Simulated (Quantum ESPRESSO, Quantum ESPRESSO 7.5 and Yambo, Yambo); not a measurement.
## A GW chain in Yambo: CuBiSeO (P4/nmm)

Wanted: ground state, empty states, screening and self-energy for CuBiSeO (P4/nmm).

Method: LDA and many-body steps on it, plane waves, in Quantum ESPRESSO 7.5 and Yambo 5.3.0.

Most raw output is cut from this account.

In doubt: a PseudoDojo file used here is known to give poor structures and forces, which bears on pressures, cells, forces and phonons.

### 1. Starting point

Symmetry: P4/nmm, No. 129, tetragonal system. Conventional cell: a = 3.922 Å, b = 3.922 Å, c = 8.913 Å, α = 90.00°, β = 90.00°, γ = 90.00°. Nearest to Cu lie 4 Se at 2.49 Å and 4 Cu at 2.77 Å. Nearest to Bi lie 4 O at 2.32 Å and 4 Se at 3.24 Å. Nearest to Se lie 4 Cu at 2.49 Å and 4 Bi at 3.24 Å. O has 4 Bi at 2.32 Å nearest. Farther neighbours and most contacts between anions are not listed.

The lattice is a measured one from papers, the positions are the Materials Project's; both are kept fixed. Spin-orbit coupling is left out unless a step names it.

### 2. Ground state

This step: Quantum ESPRESSO 7.5; DFT, LDA, plane waves, norm-conserving pseudopotentials.

The ground-state density comes first.

Input file pw.in:

```
&control
  calculation = 'scf'
  prefix = 'x'
  outdir = 'o'
  pseudo_dir = 'pseudo'
/
&system
  ibrav = 0
  nat = 8
  ntyp = 4
  ecutwfc = 104.0
  nbnd = 80
  force_symmorphic = .true.
/
&electrons
  conv_thr = 1e-10
  electron_maxstep = 80
  mixing_beta = 0.5
/
ATOMIC_SPECIES
  Cu 63.546 Cu.upf
  Bi 208.98 Bi.upf
  Se 78.971 Se.upf
  O 15.999 O.upf
CELL_PARAMETERS angstrom
  3.9221000000 0.0000000000 0.0000000000
  0.0000000000 3.9221000000 0.0000000000
  0.0000000000 0.0000000000 8.9133000000
ATOMIC_POSITIONS crystal
  Cu 0.0000000000 0.0000000000 0.5000000000
  Cu 0.5000000000 0.5000000000 0.5000000000
  Bi 0.0000000000 0.5000000000 0.8601790000
  Bi 0.5000000000 0.0000000000 0.1398210000
  Se 0.5000000000 0.0000000000 0.6728240000
  Se 0.0000000000 0.5000000000 0.3271760000
  O 0.5000000000 0.5000000000 0.0000000000
  O 0.0000000000 0.0000000000 0.0000000000
K_POINTS automatic
  6 6 4 0 0 0
```

On the command line:

```
$ OMP_NUM_THREADS=1 mpirun -n 4 pw.x -nk 4 -in pw.in > pw.out
```

The job ended after 4.6 min (4 MPI ranks of Intel Xeon 6975P-C (Granite Rapids), shared host; peak memory 1.6 GiB).

Numbers from this step:

```yaml
total_energy: -42430.2243 eV
gap: 0.1130 eV
k_of_the_valence_top: 0.1667, 0.1667, 0
k_of_the_conduction_bottom: 0, 0, -0.5
least_direct_gap: 0.1595 eV
```

The gap is indirect, with the least direct gap 0.05 eV higher.

### 3. Bands along the symmetry lines

The cheap functional maps the bands first; the places of the edges decide which points the dearer methods must see.

Input file pw.in:

```
&control
  calculation = 'bands'
  prefix = 'x'
  outdir = 'o'
  pseudo_dir = 'pseudo'
/
&system
  ibrav = 0
  nat = 8
  ntyp = 4
  ecutwfc = 104.0
  nbnd = 78
  force_symmorphic = .true.
/
&electrons
  conv_thr = 1e-9
  electron_maxstep = 80
  diago_full_acc = .true.
  diago_thr_init = 5e-6
/
ATOMIC_SPECIES
  Cu 63.546 Cu.upf
  Bi 208.98 Bi.upf
  Se 78.971 Se.upf
  O 15.999 O.upf
CELL_PARAMETERS angstrom
  3.9221000000 0.0000000000 0.0000000000
  0.0000000000 3.9221000000 0.0000000000
  0.0000000000 0.0000000000 8.9133000000
ATOMIC_POSITIONS crystal
  Cu 0.0000000000 0.0000000000 0.5000000000
  Cu 0.5000000000 0.5000000000 0.5000000000
  Bi 0.0000000000 0.5000000000 0.8601790000
  Bi 0.5000000000 0.0000000000 0.1398210000
  Se 0.5000000000 0.0000000000 0.6728240000
  Se 0.0000000000 0.5000000000 0.3271760000
  O 0.5000000000 0.5000000000 0.0000000000
  O 0.0000000000 0.0000000000 0.0000000000
K_POINTS crystal
  75
  0.00000000 0.00000000 0.00000000 1
  0.00000000 0.06250000 0.00000000 1
  0.00000000 0.12500000 0.00000000 1
  0.00000000 0.18750000 0.00000000 1
  0.00000000 0.25000000 0.00000000 1
  0.00000000 0.31250000 0.00000000 1
  0.00000000 0.37500000 0.00000000 1
  0.00000000 0.43750000 0.00000000 1
  0.00000000 0.50000000 0.00000000 1
  0.06250000 0.50000000 0.00000000 1
  0.12500000 0.50000000 0.00000000 1
  0.18750000 0.50000000 0.00000000 1
  0.25000000 0.50000000 0.00000000 1
  0.31250000 0.50000000 0.00000000 1
  0.37500000 0.50000000 0.00000000 1
  0.43750000 0.50000000 0.00000000 1
  0.50000000 0.50000000 0.00000000 1
  0.43750000 0.43750000 0.00000000 1
  0.37500000 0.37500000 0.00000000 1
  0.31250000 0.31250000 0.00000000 1
  0.25000000 0.25000000 0.00000000 1
  0.18750000 0.18750000 0.00000000 1
  0.12500000 0.12500000 0.00000000 1
  0.06250000 0.06250000 0.00000000 1
  0.00000000 0.00000000 0.00000000 1
  0.00000000 0.00000000 0.06250000 1
  0.00000000 0.00000000 0.12500000 1
  0.00000000 0.00000000 0.18750000 1
  0.00000000 0.00000000 0.25000000 1
  0.00000000 0.00000000 0.31250000 1
  0.00000000 0.00000000 0.37500000 1
  0.00000000 0.00000000 0.43750000 1
  0.00000000 0.00000000 0.50000000 1
  0.00000000 0.06250000 0.50000000 1
  0.00000000 0.12500000 0.50000000 1
  0.00000000 0.18750000 0.50000000 1
  0.00000000 0.25000000 0.50000000 1
  0.00000000 0.31250000 0.50000000 1
  0.00000000 0.37500000 0.50000000 1
  0.00000000 0.43750000 0.50000000 1
  0.00000000 0.50000000 0.50000000 1
  0.06250000 0.50000000 0.50000000 1
  0.12500000 0.50000000 0.50000000 1
  0.18750000 0.50000000 0.50000000 1
  0.25000000 0.50000000 0.50000000 1
  0.31250000 0.50000000 0.50000000 1
  0.37500000 0.50000000 0.50000000 1
  0.43750000 0.50000000 0.50000000 1
  0.50000000 0.50000000 0.50000000 1
  0.43750000 0.43750000 0.50000000 1
  0.37500000 0.37500000 0.50000000 1
  0.31250000 0.31250000 0.50000000 1
  0.25000000 0.25000000 0.50000000 1
  0.18750000 0.18750000 0.50000000 1
  0.12500000 0.12500000 0.50000000 1
  0.06250000 0.06250000 0.50000000 1
  0.00000000 0.00000000 0.50000000 1
  0.00000000 0.50000000 0.00000000 1
  0.00000000 0.50000000 0.06250000 1
  0.00000000 0.50000000 0.12500000 1
  0.00000000 0.50000000 0.18750000 1
  0.00000000 0.50000000 0.25000000 1
  0.00000000 0.50000000 0.31250000 1
  0.00000000 0.50000000 0.37500000 1
  0.00000000 0.50000000 0.43750000 1
  0.00000000 0.50000000 0.50000000 1
  0.50000000 0.50000000 0.00000000 1
  0.50000000 0.50000000 0.06250000 1
  0.50000000 0.50000000 0.12500000 1
  0.50000000 0.50000000 0.18750000 1
  0.50000000 0.50000000 0.25000000 1
  0.50000000 0.50000000 0.31250000 1
  0.50000000 0.50000000 0.37500000 1
  0.50000000 0.50000000 0.43750000 1
  0.50000000 0.50000000 0.50000000 1
```

Elapsed: 1.8 min, on 4 MPI ranks; peak memory 0.91 GiB.

This step gave:

* gap: 0.1215 eV
* k of the valence top: 0.1875, 0.1875, 0
* k of the conduction bottom: 0, 0, 0.5
* least direct gap: 0.1595 eV

The gap is 0.121 eV, +0.008 eV from the run before at this level.

The electronic bands at the labelled points (eV, zero at the top of the highest filled band):

```csv
point,band 69,band 70,band 71,band 72,band 73,band 74,band 75,band 76
Γ,-1.24,-0.80,-0.40,-0.40,0.28,0.86,3.17,3.17
halfway,-0.86,-0.62,-0.40,-0.21,1.37,1.81,2.09,2.73
X,-0.66,-0.66,-0.25,-0.25,1.81,1.81,2.96,2.96
halfway,-1.38,-1.38,-1.01,-1.01,1.96,1.96,2.56,2.56
M,-1.82,-1.82,-1.25,-1.25,0.64,0.64,2.60,2.60
halfway,-1.12,-1.11,-0.74,-0.45,1.40,2.09,2.61,2.74
Γ,-1.24,-0.80,-0.40,-0.40,0.28,0.86,3.17,3.17
halfway,-1.24,-0.83,-0.22,-0.22,0.33,0.52,2.71,2.71
Z,-1.24,-0.79,-0.04,-0.04,0.12,0.41,2.38,2.38
halfway,-0.97,-0.87,-0.60,0.00,1.57,1.85,2.63,2.77
R,-0.59,-0.59,-0.27,-0.27,1.65,1.65,3.04,3.04
halfway,-1.37,-1.37,-0.76,-0.76,1.29,1.29,3.18,3.18
A,-1.82,-1.82,-1.06,-1.06,1.65,1.65,2.50,2.50
halfway,-1.26,-1.07,-0.98,-0.31,1.26,2.32,2.50,3.23
Z,-1.24,-0.79,-0.04,-0.04,0.12,0.41,2.38,2.38
jump to X,-0.66,-0.66,-0.25,-0.25,1.81,1.81,2.96,2.96
halfway,-0.62,-0.62,-0.26,-0.26,1.73,1.73,3.00,3.00
R,-0.59,-0.59,-0.27,-0.27,1.65,1.65,3.04,3.04
jump to M,-1.82,-1.82,-1.25,-1.25,0.64,0.64,2.60,2.60
halfway,-1.82,-1.82,-1.13,-1.13,1.01,1.01,2.78,2.78
A,-1.82,-1.82,-1.06,-1.06,1.65,1.65,2.50,2.50
```

### 4. Empty states on the mesh, 4×4×1 mesh, 274 bands

The sums over transitions need many empty states on a uniform mesh; this step solves for them.

Input file pw.in:

```
&control
  calculation = 'nscf'
  prefix = 'x'
  outdir = 'o'
  pseudo_dir = 'pseudo'
/
&system
  ibrav = 0
  nat = 8
  ntyp = 4
  ecutwfc = 104.0
  nbnd = 274
  force_symmorphic = .true.
/
&electrons
  conv_thr = 1e-9
  electron_maxstep = 80
  diago_full_acc = .true.
  diago_thr_init = 5e-6
/
ATOMIC_SPECIES
  Cu 63.546 Cu.upf
  Bi 208.98 Bi.upf
  Se 78.971 Se.upf
  O 15.999 O.upf
CELL_PARAMETERS angstrom
  3.9221000000 0.0000000000 0.0000000000
  0.0000000000 3.9221000000 0.0000000000
  0.0000000000 0.0000000000 8.9133000000
ATOMIC_POSITIONS crystal
  Cu 0.0000000000 0.0000000000 0.5000000000
  Cu 0.5000000000 0.5000000000 0.5000000000
  Bi 0.0000000000 0.5000000000 0.8601790000
  Bi 0.5000000000 0.0000000000 0.1398210000
  Se 0.5000000000 0.0000000000 0.6728240000
  Se 0.0000000000 0.5000000000 0.3271760000
  O 0.5000000000 0.5000000000 0.0000000000
  O 0.0000000000 0.0000000000 0.0000000000
K_POINTS automatic
  4 4 1 0 0 0
```

Wall time 83 s (4 MPI ranks); peak memory 1.9 GiB; 5.1 min of CPU time.

This step gave:

- gap: 0.4841 eV
- k of the valence top: 0, 0.25, 0
- k of the conduction bottom: 0, 0, 0
- least direct gap: 0.6743 eV
- k points computed: 6
- lowest point of the top converged band, above the valence top: 64.6599 eV

On this mesh the gap is 0.484 eV. The earlier step found 0.113 eV, so this mesh misses an edge.

### 5. Conversion and set-up

This step: Yambo 5.3.0; conversion and set-up on LDA, plane waves, norm-conserving pseudopotentials.

The states are converted to the many-body program's format and the q mesh is built.

On the command line:

```
$ (cd o/x.save; p2y > p2y.log; mv SAVE ../..); yambo > setup.log
```

Run time: 5 s. Hardware: 1 MPI rank; peak memory 0.27 GiB.

### 6. Screening and self-energy, 4×4×1 mesh, 274 bands, screening to 149.7 eV

Now the one-shot GW correction: screening in the RPA, then the self-energy of the levels asked for.

This step: G0W0 on LDA, plane waves, norm-conserving pseudopotentials.

Input file gw1.in:

```
HF_and_locXC
gw0
dyson
ppa
em1d
rim_cut
RandQpts= 1000000
RandGvec= 1 RL
EXXRLvcs= 104 Ry
VXCRLvcs= 416 Ry
Chimod= "HARTREE"
% BndsRnXp
 1 | 274 |
%
NGsBlkXp= 11 Ry
% LongDrXp
 1 | 1 | 1 |
%
% GbndRnge
 1 | 274 |
%
DysSolver= "n"
ExtendOut
PPAPntXp= 27.21138 eV
% QPkrange
 2 | 2 | 71 | 74 |
 1 | 1 | 71 | 74 |
%
```

On the command line:

```
$ OMP_NUM_THREADS=2 mpirun -n 2 yambo -F gw1.in -J gw1 -C gw1 > gw1.log
```

Elapsed: 21 min, on 2 MPI ranks; peak memory 2.7 GiB.

This step gave:

```
G0W0 gap on the points computed              : 0.9686 eV
starting gap on the mesh                     : 0.4841 eV
k of the valence top                         : 0, 0.25, 0
k of the conduction bottom                   : 0, 0, 0
least direct G0W0 gap on the computed points : 1.161 eV
Z at the valence top                         : 0.7702
Z at the conduction bottom                   : 0.8121
```

The gap on the mesh goes from 0.48 eV to 0.97 eV, a correction of +0.48 eV. The start differs from the 0.11 eV found before because the two sample other k points.

Limits: finite bands, cutoff and mesh; model gap, bands may invert with spin-orbit coupling; d shell near the gap, gap tends to lie low; no spin-orbit coupling; coarse k mesh. v1 is the top filled band, c1 the lowest empty one. Levels before and after the correction, in eV, zero at the valence-band top of each column:

```csv
,conduction bottom,valence top
Kohn-Sham,0.48,0.00
G0W0,0.97,0.00
```

```csv
,level,energy (eV)
Kohn-Sham,Γ v2-v1,-0.190
Kohn-Sham,Γ c1,0.484
Kohn-Sham,Γ c2,1.071
Kohn-Sham,(0 0.25 0) v2,-0.190
Kohn-Sham,(0 0.25 0) v1,0.000
Kohn-Sham,(0 0.25 0) c1,1.582
Kohn-Sham,(0 0.25 0) c2,2.019
G0W0,Γ v2-v1,-0.192
G0W0,Γ c1,0.969
G0W0,Γ c2,1.593
G0W0,(0 0.25 0) v2,-0.178
G0W0,(0 0.25 0) v1,0.000
G0W0,(0 0.25 0) c1,2.152
G0W0,(0 0.25 0) c2,2.664
```

### 7. Where the time went

Times are wall times on the hardware named with each run, good to a factor of about two.

```csv
step,time,share,memory (GiB)
ground state,4.6 min,16 %,1.6
bands along the symmetry lines,1.8 min,6 %,0.91
empty states on the mesh,83 s,5 %,1.9
conversion and set-up,5 s,0 %,0.27
screening and self-energy,21 min,73 %,2.7
```

### 8. Outcome

```yaml
lda_gap: 0.11 eV, indirect (only 46 meV under the direct gap)
g0w0_gap_on_the_mesh: 0.97 eV
g0w0_gap_over_the_zone_rigid_shift: 0.60 eV
gw_settings: 4×4×1 mesh, 274 bands, screening to 149.7 eV, Godby-Needs plasmon pole
known_limits: not at the basis limit; model gap, bands may invert with spin-orbit coupling; d shell near the gap, gap tends to lie low; no spin-orbit coupling; coarse k mesh
```

What this shows: G0W0 moves the gap on the mesh from 0.48 eV to 0.97 eV (+0.48 eV), with Z of 0.77 and 0.81 at the edges. The mesh misses the band edges by 0.37 eV in all; a rigid shift gives 0.60 eV for the zone. Only 2 of the mesh's irreducible points were corrected, so a valley elsewhere could overtake. The dearest step here is «screening and self-energy». Bands and cutoff are finite, so the gap is not at the basis limit. The miss can reach some tenths of an eV and take either sign; the mesh is an error of its own. In the G0W0 run levels were corrected at 2 k points alone, so a gap called «on the mesh» is the least over those, and an edge elsewhere would be missed. A denser mesh or path gives a starting gap of 0.11 eV: the GW mesh misses a band edge, so its gaps are not the fundamental one. The 4×4×1 mesh is coarse for this cell, which bears on the long-range parts of exchange and screening. Mesh or cutoff lie under what a gap needs, so these runs test behaviour and cost; their gaps are not to be quoted. Where an edge is built on 6p states of lead, bismuth or thallium, scalar-relativistic gaps usually stand too wide, by a few tenths to over one eV. With atoms this heavy and so narrow a gap, spin-orbit coupling can invert the bands. These scalar-relativistic gaps are then model values, not to be set against experiment, and a spin-orbit change taken from DFT can't simply be added. A d shell, filled or nearly so, lies near the gap. One-shot GW converges very slowly in bands there, not always from below, and on a semilocal start the gap tends to come out low; starts rich in exact exchange can overshoot instead.

[Paths, hosts, dates, memory and timing lines, banners, echoed tables and standing remarks are left out of the program output.]

[Logs are printed without paths, hosts, clocks, repeated set-up lines and the standing remarks that a program may print on its own settings, such as how far it seeks lower states.]

[Runs of the session that timed out or met a known fault of the program may be left out.]

[Hosts, paths, dates, database ids (printed as entryN), source tags and the programs' standing remarks are cut or masked in the printed files.]
